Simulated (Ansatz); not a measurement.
# BN (F-43m): zone-centre modes under pressure, part 2 of 3

Aim: how do the optical modes of BN (F-43m) move with volume?

Ansatz 0.2.0; DFT PBE, scalar-relativistic, plane waves, PAW; PAW set soft_1.

So far. Step 3 (Tight relaxation): The forces vanish by symmetry and the pressure is -0.009 GPa, within the tolerances set. The cell now holds 5.95 Å³/atom.

**4. Modes at rest**

The modes at rest are the reference of the series, and the response to a field gives the dielectric tensor and the Born charges.

input.yaml

```yaml
crystal:
  lattice:
    - [0.0, 1.8120428309, 1.8120428309]
    - [1.8120428309, 0.0, 1.8120428309]
    - [1.8120428309, 1.8120428309, 0.0]
  atoms:
    - { symbol: B, position: [0.0, 0.0, 0.0] }
    - { symbol: "N", position: [0.25, 0.25, 0.25] }
kpoints:
  mp_grid: { grid: [12, 12, 12] }
hamiltonian:
  xc: pbe
  pseudopotentials: { kind: paw, azcp: { folder: soft_1 } }
scf:
  occupations: { method: fixed }
output:
  eigenvalues: true
phonons:
  method: dfpt
  dielectric: true
  rigid_motions: translations
  raman: true
```

Command:

```console
> ansatz run input.yaml --threads 4 --pin off --max-ram 10240MiB --backend cpu --events-out ev --progress --plain --runs-dir out
```

Numbers of over 12 decimals in the logs are rounded to 6 here.

Log:

```text
[...]
Crystal: 2 atoms, lattice volume = 11.900 Å³
Basis set: ecut = 420 eV, 259 PW (Γ), exchange–correlation on 36×36×36 points (8 copies of the dense FFT grid, shifted against one another)
Bands: 8, of which v1, the nominal top of the filled ones, is band 4 counted from 1 (3 counted from 0)
Symmetry: 24 space group operations
k-points: 280 of 1728 (irreducible under 4 space group operations, time reversal used)
[...]
SCF iter   1: F=—  HF=-542.921303 eV  |F-HF|=—  |Δ(HF+E_count)|=         —  Δρ=1.44e-1  dr2=2.00e0  ethr=3.10e-3  ⟨swp⟩=3.9  Hψ=12662  notcnv=0  defer=486
[...]
SCF iter   8: F=-542.280073 eV  HF=-542.280073 eV  |F-HF|=4.55e-13  |Δ(HF+E_count)|=  9.72e-11  Δρ=1.08e-7  dr2=7.61e-13  ethr=1.25e-12  ⟨swp⟩=6.5  Hψ=11439  notcnv=0
SCF 1 converged in 8 iterations: F = -542.280073 eV  dr2 = 7.61e-13
[...]
NSCF: frozen V_eff on 1 k-points
DFPT response loops at Γ: preconditioner auto → none (the input reference at scf.mixing.eps_inf says where Resta's filter doesn't serve); β = 0.50; Broyden in place of MSR1
── the response to a field inside a basis, on 12×12×12 k-points: an SCF that follows is theirs, and a resumed run solves both again ──
Bands: 5, of which v1, the nominal top of the filled ones, is band 4 counted from 1 (3 counted from 0)
k-points: 182
[...]
Eigensolver: Dense (182 Hₖ)
SCF iter   1: F=—  HF=-542.282370 eV  |F-HF|=—  |Δ(HF+E_count)|=         —  Δρ=4.97e-4  dr2=3.57e-6  ethr=1.00e-1
[...]
SCF iter   5: F=-542.282378 eV  HF=-542.282378 eV  |F-HF|=1.01e-11  |Δ(HF+E_count)|=   1.17e-9  Δρ=6.39e-7  dr2=1.39e-11  ethr=2.68e-11
SCF 1 converged in 5 iterations: F = -542.282378 eV  dr2 = 1.39e-11
[...]
SCF converged after 8 iterations
Free energy (F): -542.280073 eV
[...]
Internal energy: -542.280073 eV  (E = F + TS)
E sigma→0 (E₀):  -542.280073 eV
Fermi energy:    11.048870 eV
[...]
--- Band table (eV; the first three rows and the last of 280) ---
[...]
--- Phonons (Γ-DFPT): 2 representative perturbations + reference, on 280 of 1728 k-points (Σ response iterations 6) ---
  k mesh reduced under 4 symmetry operations, with k and −k counted as one. Each operation leaves every solved perturbation unchanged. A smaller set is not considered because the run solves the response to a homogeneous field
  ASR residual: 4.727e-5 → 0.000e0 eV/Å²; symmetrization residual: 4.579e-7 eV/Å²
  ASR residual per site (eV/Å²): 3.39e-7 4.73e-5
  Γ frequencies (cm⁻¹): 0.00 0.00 0.00 1025.29 1025.29 1025.29
  ε∞ (high-frequency dielectric tensor):
        4.615035     0.000000    -0.000000
       -0.000000     4.615035    -0.000000
        0.000000     0.000000     4.615035
  ε⁰ (static dielectric tensor: ions relaxed, cell fixed):
        6.976344     0.000000    -0.000000
       -0.000000     6.976344    -0.000000
        0.000000    -0.000000     6.976344
  ε⁰ − ε∞ (ionic part):
        2.361309     0.000000     0.000000
        0.000000     2.361309    -0.000000
        0.000000    -0.000000     2.361309
  softest optical mode at Γ: 1025.29 cm⁻¹; the repairs (sum rule, projections) moved no ω² at Γ by more than (0.99 cm⁻¹)²
  Born effective charges Z* (e; rows j = field, columns β = displacement):
    site 0:
         1.91378   -0.00000    0.00000
         0.00000    1.91378    0.00000
         0.00000   -0.00000    1.91378
    site 1:
        -1.91378    0.00000   -0.00000
        -0.00000   -1.91378   -0.00000
        -0.00000    0.00000   -1.91378
  Z* charge neutrality: 5.964e-8 e pre-enforcement
  k-mesh period / interband length: 30.8 Å / 1.30 Å = 23.62 at k = (0.0000, 0.0000, 0.0000), direct gap 8.789 eV — 14 or more, which is no proof of convergence
  Raman tensors (in the event stream and the table raman_tensors.tsv): an entry may err by 7.2e-4 Å², one of the second-order susceptibility by 2.7e-3 pm/V (basis, points and sum rule); their sum over the sites missed zero by 7.389e-7 Å² ahead of its enforcement
  optical modes at Γ without the LO–TO term, one row a degenerate level:
      ω (cm⁻¹)  modes    IR ((D/Å)²/amu)  static Raman (Å⁴/amu)  depolarisation
       1025.29      3            41.5474                22.7955           0.750
  optical modes at Γ + LO–TO along q̂ = [1.0000, 0.0000, 0.0000]:
      ω (cm⁻¹)  modes    IR ((D/Å)²/amu)  static Raman (Å⁴/amu)  depolarisation
       1025.29      2            27.6983                15.1970           0.750
       1260.59      1            13.8491                15.7974           0.750
  optical modes at Γ + LO–TO along q̂ = [0.0000, 1.0000, 0.0000]:
      ω (cm⁻¹)  modes    IR ((D/Å)²/amu)  static Raman (Å⁴/amu)  depolarisation
       1025.29      2            27.6983                15.1970           0.750
       1260.59      1            13.8491                15.7974           0.750
  optical modes at Γ + LO–TO along q̂ = [0.0000, 0.0000, 1.0000]:
      ω (cm⁻¹)  modes    IR ((D/Å)²/amu)  static Raman (Å⁴/amu)  depolarisation
       1025.29      2            27.6983                15.1970           0.750
       1260.59      1            13.8491                15.7974           0.750
```

It took 17 s on 4 threads of Arm Neoverse V2, shared host; peak memory 0.58 GiB; 67 s of CPU time.

Reading the cycles: dr2 is the Hartree energy of the density residual (eV), the measure of convergence; HF is the Harris–Foulkes estimate of the energy, which meets the free energy F at convergence.

This step gave:

```yaml
sum_rule_residual_before_enforcement: 4.73e-5 eV/Å²
miss_of_the_charge_sum_rule: 5.96e-8 e
point_group: -43m
highest_optical_mode_at_the_zone_centre_no_lo_to_term: 1025 cm⁻¹
lowest_optical_zone_centre_mode: 1025 cm⁻¹
mean_high_frequency_dielectric_constant: 4.615
largest_born_charge_third_of_the_trace: 1.914 e
mean_static_dielectric_constant: 6.976
top_of_the_zone_centre_spectrum_with_the_field: 1261 cm⁻¹
```

Without the LO-TO term. Patterns of degenerate modes are one choice out of their space. Modes at Γ, with each element's share of the kinetic energy:

| mode | frequency (cm⁻¹) | symmetry | B % | N % |
| --- | --- | --- | --- | --- |
| 1 | 0.0 | acoustic | 44 | 56 |
| 2 | 0.0 | acoustic | 44 | 56 |
| 3 | 0.0 | acoustic | 44 | 56 |
| 4 | 1025.3 | T2 | 56 | 44 |
| 5 | 1025.3 | T2 | 56 | 44 |
| 6 | 1025.3 | T2 | 56 | 44 |

Displacements in mode 4 (1025.3 cm⁻¹), the largest set to 1:
```
B1   0.00  1.00 -0.02
N2   0.00 -0.77  0.02
```

Optical modes at the zone centre, without and with the macroscopic field of the longitudinal modes; each column is sorted by frequency, so a row need not hold one and the same mode. Modes with and without the field, by row:

```
rank among optical modes  no field (cm⁻¹)  q along (1, 0, 0) (cm⁻¹)
                       1             1025                      1025
                       2             1025                      1025
                       3             1025                      1261
```

Born charge (rows field, columns displacement) (e), principal values of the symmetric part by kind of site:

```csv
atom,atoms with these values,low,middle,high,mean
B1,1,1.91,1.91,1.91,1.91
N2,1,-1.91,-1.91,-1.91,-1.91
```

In full for N2:

```
-1.91  0.00  0.00
 0.00 -1.91  0.00
 0.00  0.00 -1.91
```

High-frequency dielectric tensor:

```
4.62 0.00 0.00
0.00 4.62 0.00
0.00 0.00 4.62
```

Static dielectric tensor (ions relaxed, fixed cell):

```
6.98 0.00 0.00
0.00 6.98 0.00
0.00 0.00 6.98
```

Transverse modes. Infrared lines, with heights relative to the strongest:

```csv
position (cm⁻¹),label,relative intensity
1025,T2,100
```

Activity x (w_L - w)^4 (n + 1)/w, 532 nm, 300 K; modes without the macroscopic field alone. Raman lines, with heights relative to the strongest:

```csv
position (cm⁻¹),label,relative intensity
1025,T2,100
```

Before it was imposed, the acoustic sum rule was missed by 4.7e-5 eV/Å² and the charge sum rule by 6.0e-8 e. Small misses are needed for a sound result but don't prove that mesh and cutoff are converged. The lowest optical mode is real, 1025 cm⁻¹.

**5. Ground state of a member: 1.06 times the volume at rest**

The cell is set to 1.06 times the volume at rest; symmetry leaves nothing else free, so this is a single point.

input.yaml, the sections that differ from step 4:

```yaml
crystal:
  lattice:
    - [0.0, 1.8475821052, 1.8475821052]
    - [1.8475821052, 0.0, 1.8475821052]
    - [1.8475821052, 1.8475821052, 0.0]
  atoms:
    - { symbol: B, position: [0.0, 0.0, 0.0] }
    - { symbol: "N", position: [0.25, 0.25, 0.25] }
output:
  forces: true
  stress: true
  eigenvalues: true
# kpoints, hamiltonian, scf: as in step 4
# phonons: removed
```

Log:

```text
[...]
Crystal: 2 atoms, lattice volume = 12.614 Å³
Basis set: ecut = 420 eV, 259 PW (Γ), exchange–correlation on 36×36×36 points (8 copies of the dense FFT grid, shifted against one another)
Bands: 8, of which v1, the nominal top of the filled ones, is band 4 counted from 1 (3 counted from 0)
Symmetry: 24 space group operations
[...]
k-points: 72 of 1728 (time reversal used)
[...]
SCF iter   1: F=—  HF=-542.793516 eV  |F-HF|=—  |Δ(HF+E_count)|=         —  Δρ=1.32e-1  dr2=1.83e0  ethr=3.10e-3  ⟨swp⟩=3.8  Hψ=3283  notcnv=0  defer=118
[...]
SCF iter   7: F=-542.234894 eV  HF=-542.234894 eV  |F-HF|=6.16e-10  |Δ(HF+E_count)|=   6.73e-8  Δρ=3.06e-6  dr2=1.00e-9  ethr=1.25e-9  ⟨swp⟩=6.0  Hψ=3032  notcnv=0
SCF 1 converged in 7 iterations: F = -542.234894 eV  dr2 = 1.00e-9
[...]
SCF converged after 7 iterations
Free energy (F): -542.234894 eV
[...]
Internal energy: -542.234894 eV  (E = F + TS)
E sigma→0 (E₀):  -542.234894 eV
Fermi energy:    10.141567 eV
[...]
--- Stress (GPa, compression-positive) ---
      -19.399766      -0.000000      -0.000000
       -0.000000     -19.399766       0.000000
        0.000000       0.000000     -19.399766
  P = ⅓ Tr σ = -19.3998 GPa (-193.998 kbar)
--- Band table (eV; the first three rows and the last of 72) ---
[...]
```

Wall time 0.29 s (4 threads); peak memory 0.25 GiB; 0.83 s of CPU time.

Numbers from this step:

```yaml
pressure: -19.40 GPa
gap_on_the_k_mesh: 4.392 eV
volume_per_atom: 6.307 Å³
```

The forces vanish by symmetry, at a pressure of -19.40 GPa.

**6. Modes of this member: 1.06 times the volume at rest**

The zone-centre modes follow for 1.06 times the volume at rest, with the response to a field.

Changes to input.yaml since step 5:

```diff
@@ -16,4 +16,6 @@
 output:
-  forces: true
-  stress: true
   eigenvalues: true
+phonons:
+  method: dfpt
+  dielectric: true
+  rigid_motions: translations
```

Log:

```text
[...]
Crystal: 2 atoms, lattice volume = 12.614 Å³
Basis set: ecut = 420 eV, 259 PW (Γ), exchange–correlation on 36×36×36 points (8 copies of the dense FFT grid, shifted against one another)
Bands: 8, of which v1, the nominal top of the filled ones, is band 4 counted from 1 (3 counted from 0)
Symmetry: 24 space group operations
k-points: 280 of 1728 (irreducible under 4 space group operations, time reversal used)
[...]
SCF iter   1: F=—  HF=-542.793513 eV  |F-HF|=—  |Δ(HF+E_count)|=         —  Δρ=1.32e-1  dr2=1.83e0  ethr=3.10e-3  ⟨swp⟩=3.9  Hψ=12730  notcnv=0  defer=489
[...]
SCF iter   8: F=-542.234894 eV  HF=-542.234894 eV  |F-HF|=5.68e-13  |Δ(HF+E_count)|=  8.92e-10  Δρ=9.24e-8  dr2=4.04e-13  ethr=1.25e-12  ⟨swp⟩=7.0  Hψ=12020  notcnv=0
SCF 1 converged in 8 iterations: F = -542.234894 eV  dr2 = 4.04e-13
[...]
SCF converged after 8 iterations
Free energy (F): -542.234894 eV
[...]
Internal energy: -542.234894 eV  (E = F + TS)
E sigma→0 (E₀):  -542.234894 eV
Fermi energy:    10.141606 eV
[...]
--- Band table (eV; the first three rows and the last of 280) ---
[...]
ASR residual: 3.663e-5 → 0.000e0 eV/Å²; symmetrization residual: 3.972e-7 eV/Å²
  ASR residual per site (eV/Å²): 1.58e-5 3.66e-5
  Γ frequencies (cm⁻¹): 0.00 0.00 0.00 953.28 953.28 953.28
  ε∞ (high-frequency dielectric tensor):
        4.682320     0.000000     0.000000
       -0.000000     4.682320     0.000000
        0.000000     0.000000     4.682320
  ε⁰ (static dielectric tensor: ions relaxed, cell fixed):
        7.333505     0.000000     0.000000
       -0.000000     7.333505     0.000000
        0.000000     0.000000     7.333505
  ε⁰ − ε∞ (ionic part):
        2.651184     0.000000     0.000000
        0.000000     2.651184     0.000000
        0.000000     0.000000     2.651184
[...]
Born effective charges Z* (e; rows j = field, columns β = displacement):
    site 0:
         1.94117   -0.00000    0.00000
         0.00000    1.94117   -0.00000
        -0.00000   -0.00000    1.94117
    site 1:
        -1.94117    0.00000   -0.00000
        -0.00000   -1.94117    0.00000
         0.00000    0.00000   -1.94117
  Z* charge neutrality: 6.686e-6 e pre-enforcement
[...]
optical modes at Γ without the LO–TO term, one row a degenerate level:
      ω (cm⁻¹)  modes    IR ((D/Å)²/amu)
        953.28      3            42.7453
  optical modes at Γ + LO–TO along q̂ = [1.0000, 0.0000, 0.0000]:
      ω (cm⁻¹)  modes    IR ((D/Å)²/amu)
        953.28      2            28.4968
       1193.02      1            14.2484
  optical modes at Γ + LO–TO along q̂ = [0.0000, 1.0000, 0.0000]:
      ω (cm⁻¹)  modes    IR ((D/Å)²/amu)
        953.28      2            28.4968
       1193.02      1            14.2484
  optical modes at Γ + LO–TO along q̂ = [0.0000, 0.0000, 1.0000]:
      ω (cm⁻¹)  modes    IR ((D/Å)²/amu)
        953.28      2            28.4968
       1193.02      1            14.2484
```

Elapsed: 2.9 s, on 4 threads; peak memory 0.37 GiB; 10 s of CPU time.

This step gave:

- sum-rule residual before enforcement: 3.66e-5 eV/Å²
- miss of the charge sum rule: 6.69e-6 e
- highest optical mode at the zone centre (no LO-TO term): 953.3 cm⁻¹
- lowest optical zone-centre mode: 953.3 cm⁻¹
- mean high-frequency dielectric constant: 4.682
- largest Born charge (third of the trace): 1.941 e
- mean static dielectric constant: 7.333
- top of the zone-centre spectrum with the field: 1193 cm⁻¹

Without the LO-TO term. Patterns of degenerate modes are one choice out of their space. The modes at Γ (shares of kinetic energy by element, %):

```csv
mode,frequency (cm⁻¹),symmetry,B %,N %
1,0.0,acoustic,44,56
2,0.0,acoustic,44,56
3,0.0,acoustic,44,56
4,953.3,T2,56,44
5,953.3,T2,56,44
6,953.3,T2,56,44
```

Transverse modes. Lines of the infrared spectrum (strongest = 100):

| position (cm⁻¹) | label | relative intensity |
| --- | --- | --- |
| 953 | T2 | 100 |

The optical mode without the LO-TO term lies at 953.3 cm⁻¹.

Between step 4 and this run (volume ratio 1.06) the value for the mean static dielectric tensor (ions relaxed, fixed cell) moves from 6.98 to 7.33 (+5 %).

**7. Ground state of a member: 0.9 times the volume at rest**

The cell is set to 0.9 times the volume at rest; symmetry leaves nothing else free, so this is a single point.

input.yaml, the sections that differ from step 6:

```yaml
crystal:
  lattice:
    - [0.0, 1.7495081177, 1.7495081177]
    - [1.7495081177, 0.0, 1.7495081177]
    - [1.7495081177, 1.7495081177, 0.0]
  atoms:
    - { symbol: B, position: [0.0, 0.0, 0.0] }
    - { symbol: "N", position: [0.25, 0.25, 0.25] }
output:
  forces: true
  stress: true
  eigenvalues: true
# kpoints, hamiltonian, scf: as in step 6
# phonons: removed
```

Log:

```text
[...]
Crystal: 2 atoms, lattice volume = 10.710 Å³
Basis set: ecut = 420 eV, 181 PW (Γ), exchange–correlation on 36×36×36 points (8 copies of the dense FFT grid, shifted against one another)
Bands: 8, of which v1, the nominal top of the filled ones, is band 4 counted from 1 (3 counted from 0)
Symmetry: 24 space group operations
[...]
k-points: 72 of 1728 (time reversal used)
[...]
Free energy (F): -542.117992 eV
[...]
Internal energy: -542.117992 eV  (E = F + TS)
E sigma→0 (E₀):  -542.117992 eV
Fermi energy:    12.810157 eV
[...]
--- Stress (GPa, compression-positive) ---
       47.394950      -0.000000      -0.000000
        0.000000      47.394950       0.000000
       -0.000000       0.000000      47.394950
  P = ⅓ Tr σ = 47.3950 GPa (473.950 kbar)
--- Band table (eV; the first three rows and the last of 72) ---
[...]
[key lines of the parts left out:]
SCF converged after 7 iterations
```

Run time: 0.29 s. Hardware: 4 threads; peak memory 0.24 GiB; 0.83 s of CPU time.

This step gave:

| Quantity | Value |
| --- | --- |
| pressure | 47.39 GPa |
| gap on the k-mesh | 4.566 eV |
| volume per atom | 5.355 Å³ |

The forces vanish by symmetry, at a pressure of 47.39 GPa.

(Part 2 of 3 ends here.)

[Logs are printed without paths, hosts, clocks, repeated set-up lines and the standing remarks that a program may print on its own settings, such as how far it seeks lower states.]

[Hosts, paths, dates, database ids (printed as entryN), source tags and the programs' standing remarks are cut or masked in the printed files.]
